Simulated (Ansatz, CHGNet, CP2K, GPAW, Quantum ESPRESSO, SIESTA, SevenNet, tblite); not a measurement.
# Liquid diethyl ether at 300 K (75 atoms) in Quantum ESPRESSO

Wanted: Quantum ESPRESSO inputs and outputs for liquid diethyl ether at 300 K (75 atoms), checked against a plane-wave reference.

Calculated with Quantum ESPRESSO 7.5; the method is named at each step.

**1. The structure**

The cell holds 75 atoms: 20 C, 5 O and 50 H. Its edges and angles: a = 9.535 Å, b = 9.535 Å, c = 9.535 Å, α = 90.0°, β = 90.0°, γ = 90.0°. 5 diethyl ether placed at random, at 0.71 g/cm³; overlaps pushed apart, then 10 ps at 450 K with MMFF94 bonds, angles, torsions, charges and radii (Halgren, J. Comput. Chem. 17, 490 (1996)) in harmonic and 12-6 forms. Snapshot after 20 ps at 300 K and fixed volume. Then every atom was moved at random, 0.05 Å r.m.s. a Cartesian component (hydrogen 0.6 of that).

The yardstick, on the same geometry:

| Quantity | Value |
| --- | --- |
| method | Kohn-Sham DFT, PBE, PAW, plane waves (Ansatz 0.2.0); cutoff 420 eV, Γ point, fermi-dirac smearing of 0.05 eV; PAW set soft_2 |
| r.m.s. force component | 1.842 eV/Å |
| longest force | 7.482 eV/Å |
| pressure | 2.018 GPa |
| gap (highest filled to lowest empty level) | 4.349 eV |
| SCF cycles | 9 |
| time | 4.6 s on 4 threads of Arm Neoverse V1, shared host |
| CPU time | 16 s |

**2. PBE, sssp-1.3.0-efficiency, 60/480 Ry**

Method: Kohn-Sham DFT, PBE, SSSP efficiency 1.3.0 pseudopotentials, plane waves.

File pw.in:

```
&control
  calculation = 'scf'
  pseudo_dir = './pseudo'
  outdir = './tmp'
  disk_io = 'none'
  tprnfor = .true.
  tstress = .true.
/
&system
  ibrav = 0
  nat = 75
  ntyp = 3
  ecutwfc = 60
  ecutrho = 480
  nosym = .true.
  occupations = 'smearing'
  smearing = 'fd'
  degauss = 0.003675
/
&electrons
  conv_thr = 3.8e-07
  electron_maxstep = 100
  mixing_beta = 0.4
  mixing_mode = 'plain'
  diagonalization = 'david'
/
ATOMIC_SPECIES
C 12.011 C.upf
O 15.999 O.upf
H 1.008 H.upf
CELL_PARAMETERS angstrom
9.53465 0.00000 0.00000
0.00000 9.53465 0.00000
0.00000 0.00000 9.53465
ATOMIC_POSITIONS crystal
C 0.90448 0.09480 0.75948
C 0.00233 0.96484 0.71498
O 0.94067 0.90949 0.59752
C 0.01206 0.78599 0.53118
C 0.92943 0.72932 0.42610
H 0.94717 0.13785 0.86176
H 0.80474 0.04715 0.77539
H 0.90580 0.16872 0.68341
H 0.10851 0.99161 0.69232
H 0.99706 0.87441 0.79985
H 0.03532 0.71199 0.62357
H 0.09747 0.83270 0.48762
H 0.87570 0.81877 0.36197
H 0.84694 0.66659 0.45950
H 0.00499 0.67078 0.35218
C 0.11279 0.34961 0.34946
C 0.19959 0.22703 0.28749
O 0.14956 0.21538 0.13627
C 0.23111 0.10301 0.08504
C 0.15347 0.95644 0.09960
H 0.12965 0.44744 0.27931
H 0.15489 0.37267 0.44956
H 0.00367 0.33925 0.35187
H 0.31074 0.26828 0.27903
H 0.18041 0.13532 0.34992
H 0.33619 0.09419 0.11404
H 0.22368 0.14202 0.97723
H 0.18964 0.87476 0.04129
H 0.04192 0.96732 0.06627
H 0.14085 0.92989 0.21443
C 0.57466 0.35090 0.47225
C 0.67328 0.24300 0.43182
O 0.65639 0.21296 0.28850
C 0.75185 0.12191 0.23748
C 0.76418 0.14734 0.07416
H 0.46992 0.30732 0.47769
H 0.58730 0.44025 0.42314
H 0.59531 0.35772 0.58948
H 0.79420 0.27705 0.43325
H 0.68334 0.13358 0.49056
H 0.70184 0.00990 0.25262
H 0.85105 0.12473 0.28630
H 0.82187 0.24084 0.05632
H 0.65800 0.15397 0.02364
H 0.82470 0.04911 0.03994
C 0.46843 0.00446 0.72404
C 0.52229 0.87260 0.73470
O 0.41494 0.76897 0.73162
C 0.48003 0.63878 0.72621
C 0.38174 0.52239 0.66463
H 0.39712 0.02476 0.64707
H 0.54504 0.08860 0.70269
H 0.40940 0.02970 0.81868
H 0.60487 0.85337 0.64650
H 0.60850 0.85461 0.82502
H 0.50250 0.60877 0.84362
[... 15 atom lines left out ...]
H 0.52872 0.49987 0.17472
H 0.35241 0.68322 0.24411
H 0.37205 0.67364 0.05777
H 0.45208 0.80493 0.14449
K_POINTS gamma
```

Launch:

```console
OMP_NUM_THREADS=1 mpirun -np 2 pw.x -in pw.in > output.txt
```

What it wrote:

```text
Program PWSCF
     gamma-point specific algorithms are used
     Parallelization info
     sticks:   dense  smooth     PW     G-vecs:    dense   smooth      PW
     Min        6200    3110    781               519544   183718   22980
     Max        6201    3111    784               519549   183719   22981
     Sum       12401    6221   1565              1039093   367437   45961
     bravais-lattice index     =            0
     lattice parameter (alat)  =      18.0179  a.u.
     unit-cell volume          =    5849.3939 (a.u.)^3
     number of atoms/cell      =           75
     number of atomic types    =            3
     number of electrons       =       160.00
     number of Kohn-Sham states=           96
     kinetic-energy cutoff     =      60.0000  Ry
     charge density cutoff     =     480.0000  Ry
     scf convergence threshold =      3.8E-07
     mixing beta               =       0.4000
     number of iterations used =            8  plain     mixing
     Exchange-correlation= PBE
                           (   1   4   3   4   0   0   0)
     crystal axes: (cart. coord. in units of alat)
               a(1) = (   1.000000   0.000000   0.000000 )
               a(2) = (   0.000000   1.000000   0.000000 )
               a(3) = (   0.000000   0.000000   1.000000 )
     reciprocal axes: (cart. coord. in units 2 pi/alat)
               b(1) = (  1.000000  0.000000  0.000000 )
               b(2) = (  0.000000  1.000000  0.000000 )
               b(3) = (  0.000000  0.000000  1.000000 )
     PseudoPot. # 1 for C :
     Pseudo is Projector augmented-wave + core cor, Zval =  4.0
     PseudoPot. # 2 for O :
     Pseudo is Projector augmented-wave + core cor, Zval =  6.0
     PseudoPot. # 3 for H :
     Pseudo is Ultrasoft, Zval =  1.0
     atomic species   valence    mass     pseudopotential
     C                 4.00    12.01100     C ( 1.00)
     O                 6.00    15.99900     O ( 1.00)
     H                 1.00     1.00800     H ( 1.00)
     No symmetry found
   Cartesian axes
     number of k points=     1  Fermi-Dirac smearing, width (Ry)=  0.0037
                       cart. coord. in units 2pi/alat
        k(    1) = (   0.0000000   0.0000000   0.0000000), wk =   2.0000000
     Dense  grid:   519547 G-vectors     FFT dimensions: ( 125, 125, 125)
     Smooth grid:   183719 G-vectors     FFT dimensions: (  90,  90,  90)
     Check: negative core charge=   -0.000001
     Initial potential from superposition of free atoms
     starting charge     159.9987, renormalised to     160.0000
     Starting wfcs are  150 randomized atomic wfcs
     Self-consistent Calculation
     iteration #  1     ecut=    60.00 Ry     beta= 0.40
     total energy              =    -635.08902844 Ry
     estimated scf accuracy    <       8.02249399 Ry
     iteration #  2     ecut=    60.00 Ry     beta= 0.40
     total energy              =    -635.75920984 Ry
     estimated scf accuracy    <       0.87330196 Ry
     iteration #  3     ecut=    60.00 Ry     beta= 0.40
     total energy              =    -635.76444590 Ry
     estimated scf accuracy    <       0.18548866 Ry
     iteration #  4     ecut=    60.00 Ry     beta= 0.40
     total energy              =    -635.77593889 Ry
     estimated scf accuracy    <       0.00615163 Ry
     iteration #  5     ecut=    60.00 Ry     beta= 0.40
     total energy              =    -635.77761044 Ry
     estimated scf accuracy    <       0.00091688 Ry
     iteration #  6     ecut=    60.00 Ry     beta= 0.40
     total energy              =    -635.77778145 Ry
     estimated scf accuracy    <       0.00013140 Ry
     iteration #  7     ecut=    60.00 Ry     beta= 0.40
     total energy              =    -635.77780236 Ry
     estimated scf accuracy    <       0.00001005 Ry
     iteration #  8     ecut=    60.00 Ry     beta= 0.40
     total energy              =    -635.77780403 Ry
     estimated scf accuracy    <       0.00000168 Ry
     iteration #  9     ecut=    60.00 Ry     beta= 0.40
     End of self-consistent calculation
          k = 0.0000 0.0000 0.0000 ( 22981 PWs)   bands (ev):
   -22.8247 -22.4296 -21.8523 -21.8176 -21.5539 -16.0969 -15.9623 -15.9377
   -15.4484 -15.2466 -14.4193 -14.2241 -14.1411 -14.0470 -14.0128 -11.8364
   -11.7787 -11.5515 -11.5211 -11.4154 -11.2740 -11.2242 -11.0023 -10.9749
   -10.8380  -8.7455  -8.5638  -8.5270  -8.4860  -8.3950  -8.3925  -8.3373
    -8.2714  -8.1501  -7.9880  -7.5923  -7.5293  -7.3948  -7.3546  -7.2978
    -7.1938  -7.0180  -6.7954  -6.5041  -6.2802  -6.1658  -6.0480  -5.9308
    -5.8023  -5.6978  -5.6328  -5.6041  -5.5645  -5.5007  -5.4084  -5.3302
    -5.2169  -5.1609  -5.0434  -5.0188  -4.9840  -4.8289  -4.6958  -4.6014
    -4.5383  -4.5192  -4.5029  -4.3645  -4.2604  -4.0437  -3.9386  -3.8485
    -3.7468  -3.6318  -3.2286  -2.2481  -2.2009  -1.8907  -1.8695  -1.8486
     2.4994   3.2573   3.3829   3.4869   3.5452   3.6024   3.9583   4.1022
     4.1871   4.2612   4.3707   4.4529   4.4749   4.6428   4.6832   4.7848
     the Fermi energy is    -0.0795 ev
!    total energy              =    -635.77780431 Ry
     estimated scf accuracy    <       0.00000017 Ry
     smearing contrib. (-TS)   =      -0.00000000 Ry
     internal energy E=F+TS    =    -635.77780431 Ry
     The total energy is F=E-TS. E is the sum of the following terms:
     one-electron contribution =    -571.76037313 Ry
     hartree contribution      =     330.25492444 Ry
     xc contribution           =    -165.86408701 Ry
     ewald contribution        =     -57.54396510 Ry
     one-center paw contrib.   =    -170.86430350 Ry
     convergence has been achieved in   9 iterations
     Forces acting on atoms (cartesian axes, Ry/au):
     atom    1 type  1   force =     0.11261158   -0.12941185    0.11563557
     atom    2 type  1   force =    -0.07337740   -0.02213733    0.08368700
     atom    3 type  2   force =    -0.04780445   -0.04616673   -0.08606922
     atom    4 type  1   force =    -0.01338738    0.05983591    0.23360325
     atom    5 type  1   force =    -0.03919489    0.00835031   -0.20750781
     atom    6 type  3   force =    -0.02087601   -0.00975980   -0.03884227
     atom    7 type  3   force =    -0.04235872   -0.00078361    0.00750520
     atom    8 type  3   force =    -0.00256369    0.09231837   -0.09589325
     atom    9 type  3   force =     0.05247819    0.01985968    0.00757926
     atom   10 type  3   force =     0.01763139    0.06243371   -0.02569515
     atom   11 type  3   force =     0.00767373    0.02358354   -0.04425304
     atom   12 type  3   force =     0.12721948    0.03430394   -0.03519430
     atom   13 type  3   force =     0.03666593   -0.04642497    0.02558830
     atom   14 type  3   force =    -0.05973345   -0.06064233    0.02452361
     atom   15 type  3   force =    -0.04986209    0.01569037    0.02509991
     atom   16 type  1   force =     0.08741637    0.04705360   -0.08984664
     atom   17 type  1   force =    -0.05360518    0.13756337   -0.06454086
     atom   18 type  2   force =     0.05260363   -0.01793587    0.15367572
     atom   19 type  1   force =    -0.13642430   -0.04720074   -0.12484316
     atom   20 type  1   force =    -0.07810368    0.12977660    0.09944670
     atom   21 type  3   force =     0.00077233   -0.04628435    0.03460990
     atom   22 type  3   force =     0.00975724    0.01762769    0.05448982
     atom   23 type  3   force =    -0.06979019   -0.02888772    0.00829466
     atom   24 type  3   force =    -0.02848428   -0.03904081    0.01478745
[...]
atom   68 type  3   force =    -0.06506824   -0.00774414    0.00268791
     atom   69 type  3   force =    -0.01181041   -0.01967230    0.03347207
     atom   70 type  3   force =    -0.03006490   -0.02010220    0.00308444
     atom   71 type  3   force =     0.04590943    0.00081792    0.06771264
     atom   72 type  3   force =    -0.01253859   -0.14676244   -0.00230834
     atom   73 type  3   force =     0.01665121   -0.00489796   -0.00350100
     atom   74 type  3   force =     0.03760531   -0.02068650    0.04964881
     atom   75 type  3   force =     0.02531611   -0.01048023    0.02392080
     Total force =     1.074488     Total SCF correction =     0.000554
     Computing stress (Cartesian axis) and pressure
          total   stress  (Ry/bohr**3)                   (kbar)     P=       20.32
   0.00011494   0.00000408  -0.00001661           16.91        0.60       -2.44
   0.00000408   0.00020885   0.00012479            0.60       30.72       18.36
  -0.00001661   0.00012479   0.00009057           -2.44       18.36       13.32
     Message from routine punch:
     Nothing written, as per user request (disk_io='none')
```

The job ended after 51 s (2 MPI ranks of Arm Neoverse V1, shared host; peak memory 1.6 GiB).

Banners, paths, timers and routine set-up lines are dropped from the logs unmarked, and long logs keep their key lines alone; longer cuts are marked.

Compared with the plane-wave run:

| Property | Result |
| --- | --- |
| r.m.s. force component | 1.842 eV/Å |
| r.m.s. difference of force components | 14.57 meV/Å |
| longest difference of force vectors | 64.61 meV/Å |
| force difference over r.m.s. force | 0.7907 % |
| slope of forces against the reference's | 0.9998 |
| correlation of force components | 1 |
| gap (highest filled to lowest empty level) | 4.348 eV |
| gap difference | -0.0009 eV |
| pressure | 2.032 GPa |
| pressure difference | 0.0133 GPa |

Length of the force difference by element (eV/Å):

| element | atoms | mean | most |
| --- | --- | --- | --- |
| C | 20 | 0.030 | 0.065 |
| H | 50 | 0.01 | 0.018 |
| O | 5 | 0.055 | 0.064 |

Levels nearest the highest filled one (eV from it): -2.41, -2.20, -2.09, -2.00, -1.90, -1.78, -1.38, -0.40, -0.35, -0.04, -0.02, 0.00, 4.35, 5.11, 5.23, 5.34, 5.39, 5.45, 5.81, 5.95, 6.04, 6.11, 6.22, 6.30.

Local excerpt of 9 atoms (numbers count through the whole input) about H23, picked at random; x, y, z are measured from there.

| atom | x | y | z | distance (Å) | bonds | Fx | Fy | Fz (eV/Å) |
| --- | --- | --- | --- | --- | --- | --- | --- | --- |
| H23 | 0.00 | 0.00 | 0.00 | 0.00 | 1 | -1.79 | -0.74 | 0.21 |
| C16 | 1.04 | 0.10 | -0.02 | 1.05 | 4 | 2.25 | 1.21 | -2.31 |
| H21 | 1.20 | 1.03 | -0.69 | 1.73 | 1 | 0.02 | -1.19 | 0.89 |
| H22 | 1.44 | 0.32 | 0.93 | 1.75 | 1 | 0.25 | 0.45 | 1.40 |
| H39 | -2.00 | -0.59 | 0.78 | 2.22 | 1 | -1.84 | 0.03 | 0.73 |
| C17 | 1.87 | -1.07 | -0.61 | 2.24 | 4 | -1.38 | 3.54 | -1.66 |
| H25 | 1.69 | -1.94 | -0.02 | 2.57 | 1 | 0.27 | -0.99 | 0.06 |
| H42 | -1.46 | -2.05 | -0.63 | 2.59 | 1 | 1.52 | 0.18 | 0.79 |
| O18 | 1.39 | -1.18 | -2.06 | 2.75 | 2 | 1.35 | -0.46 | 3.95 |

Forces lie 0.79 % from the reference's, at 6.2 times its CPU time (on 2 against 4 cores).

**3. PBE, dojo-0.4.1-standard, 60/240 Ry**

Method: Kohn-Sham DFT, PBE, PseudoDojo 0.4.1 standard norm-conserving pseudopotentials, plane waves.

The pseudopotential files are exchanged too: ./pseudo now holds the set dojo-sr-pbe-0.4.1-standard.

Edit pw.in of step 2 so:

```diff
@@ -13,3 +13,3 @@
   ecutwfc = 60
-  ecutrho = 480
+  ecutrho = 240
   nosym = .true.
```

What it wrote:

```text
[banner, memory and clock lines left out]
Program PWSCF
     gamma-point specific algorithms are used
[... lines left out ...]
     total energy              =    -464.65852689 Ry
[... lines left out ...]
     total energy              =    -464.69190319 Ry
[... lines left out ...]
     total energy              =    -464.70482709 Ry
[... lines left out ...]
     total energy              =    -464.70482789 Ry
[... lines left out ...]
     the Fermi energy is    -0.0872 ev
!    total energy              =    -464.70482803 Ry
[... lines left out ...]
     The total energy is F=E-TS. E is the sum of the following terms:
[... lines left out ...]
     convergence has been achieved in  10 iterations
     Forces acting on atoms (cartesian axes, Ry/au):
     atom    1 type  1   force =     0.11095597   -0.12737767    0.11471007
     atom    2 type  1   force =    -0.07339180   -0.02441533    0.08004496
     atom    3 type  2   force =    -0.04498127   -0.04671157   -0.08379272
[...]
atom   74 type  3   force =     0.03783041   -0.02064798    0.05004730
     atom   75 type  3   force =     0.02522145   -0.01125027    0.02404372
     Total force =     1.068683     Total SCF correction =     0.000389
     Computing stress (Cartesian axis) and pressure
          total   stress  (Ry/bohr**3)                   (kbar)     P=        0.15
  -0.00002242  -0.00000001  -0.00001630           -3.30       -0.00       -2.40
  -0.00000001   0.00007158   0.00012796           -0.00       10.53       18.82
  -0.00001630   0.00012796  -0.00004611           -2.40       18.82       -6.78
     Message from routine punch:
     Nothing written, as per user request (disk_io='none')
```

Elapsed: 30 s, on 2 MPI ranks; peak memory 0.62 GiB; 60 s of CPU time.

Numbers from this run, and their distance from the reference:

```yaml
r_m_s_force_component: 1.832 eV/Å
r_m_s_difference_of_force_components: 23.56 meV/Å
longest_difference_of_force_vectors: 91.51 meV/Å
force_difference_over_r_m_s_force: 1.279 %
slope_of_forces_against_the_reference_s: 0.9944
correlation_of_force_components: 0.9999
spacing_of_highest_filled_and_lowest_empty_level: 4.308 eV
gap_difference: -0.0409 eV
pressure: 0.015 GPa
pressure_difference: -2.003 GPa
```

This is a coarse setting, run to see what it loses.

Against the first run (0.79 %), the force difference from the reference is 1.3 %, at 0.59 times the CPU time.

**4. The ladder**

Differences are against the plane-wave reference, forces as r.m.s. over components; share is that over the reference's r.m.s. force, slope the least-squares factor from reference forces to these. Total energies of different programs have different zeros and aren't compared.

| run | Δ force, r.m.s. (meV/Å) | share (%) | slope | Δ pressure (GPa) | Δ gap (eV) | cores | CPU time | memory (GiB) |
| --- | --- | --- | --- | --- | --- | --- | --- | --- |
| reference | - | - | - | - | - | 4 | 16 s | 0.76 |
| QE PBE, sssp-1.3.0-efficiency, 60/480 Ry | 14.6 | 0.791 | 1.000 | 0.0133 | -9.0e-4 | 2 | 1.7 min | 1.6 |
| QE PBE, dojo-0.4.1-standard, 60/240 Ry (coarse) | 23.6 | 1.28 | 0.994 | -2.00 | -0.0409 | 2 | 60 s | 0.62 |

Rows marked coarse were listed beforehand as settings not expected to be converged; some can still land near the reference.

CPU time is summed over cores on a shared host, where runs went side by side, so it is rough. Symmetry, cutoffs, thresholds, outputs and thread counts weren't matched or tuned between programs; memory under MPI is the largest rank's times the ranks.

A second geometry, displaced anew (every atom was moved at random, 0.04 Å r.m.s. a Cartesian component (hydrogen 0.6 of that)), gives an energy difference that all programs can be tested on. The reference puts it at -17.77 meV/atom.

| run | energy less the first geometry's (meV/atom) | error (meV/atom) | force share at the second geometry (%) |
| --- | --- | --- | --- |
| QE PBE, sssp-1.3.0-efficiency, 60/480 Ry | -17.60 | 0.17 | 1.05 |
| QE PBE, dojo-0.4.1-standard, 60/240 Ry | -17.58 | 0.181 | 1.27 |

**5. What came out**

* nearest in forces: QE PBE, sssp-1.3.0-efficiency, 60/480 Ry, 0.79 %
* its CPU time: 1.7 min

PBE on plane waves or a grid with other potentials, cutoffs or grids, coarse settings apart, differs from the reference by 0.79 % (QE PBE, sssp-1.3.0-efficiency, 60/480 Ry) of the r.m.s. force; this holds the reference's own error, so differences of a few per cent don't tell which side is nearer the exact PBE result (QE's 60 Ry are 816 eV, against the reference's 420 eV). Runs with settings chosen to be coarse differ by 1.3 % (QE PBE, dojo-0.4.1-standard, 60/240 Ry), their programs' other errors included. None of the electronic-structure runs in the table takes under half the reference's CPU time of 16 s; they take 3.7 to 6.2 times as much. At the same functional, gaps differ from the reference's 4.35 eV by between -0.04 and -0.00 eV. In pressure, QE PBE, dojo-0.4.1-standard, 60/240 Ry misses by -2.0 GPa, at the same functional; a cutoff this low leaves a large Pulay stress. All runs miss the energy difference between the two geometries, -17.8 meV/atom in the reference, by about 0.17 meV/atom. The network of contacts between molecules at the start is that of the classical potential that made the cell, and needn't be the one that DFT or experiment would give. The reference's PBE has no dispersion term, which matters for the binding between molecules or layers. The electronic-structure runs sample only Γ, in a cell whose shortest periodic width is 10 Å.

[Also dropped from logs without a mark: logging warnings of Python, and SIESTA's first energy breakdown and zero terms.]

[Logs are printed without paths, hosts, clocks, repeated set-up lines and the standing remarks that a program may print on its own settings, such as how far it seeks lower states.]

[Hosts, paths, dates, database ids (printed as entryN), source tags and the programs' standing remarks are cut or masked in the printed files.]

[The MMFF94 radii named for the starting cell were scaled by 0.96; in molecules described by MMFF94, hydrogen bound to N, O or S took a small fixed 12-6 site in their place.]
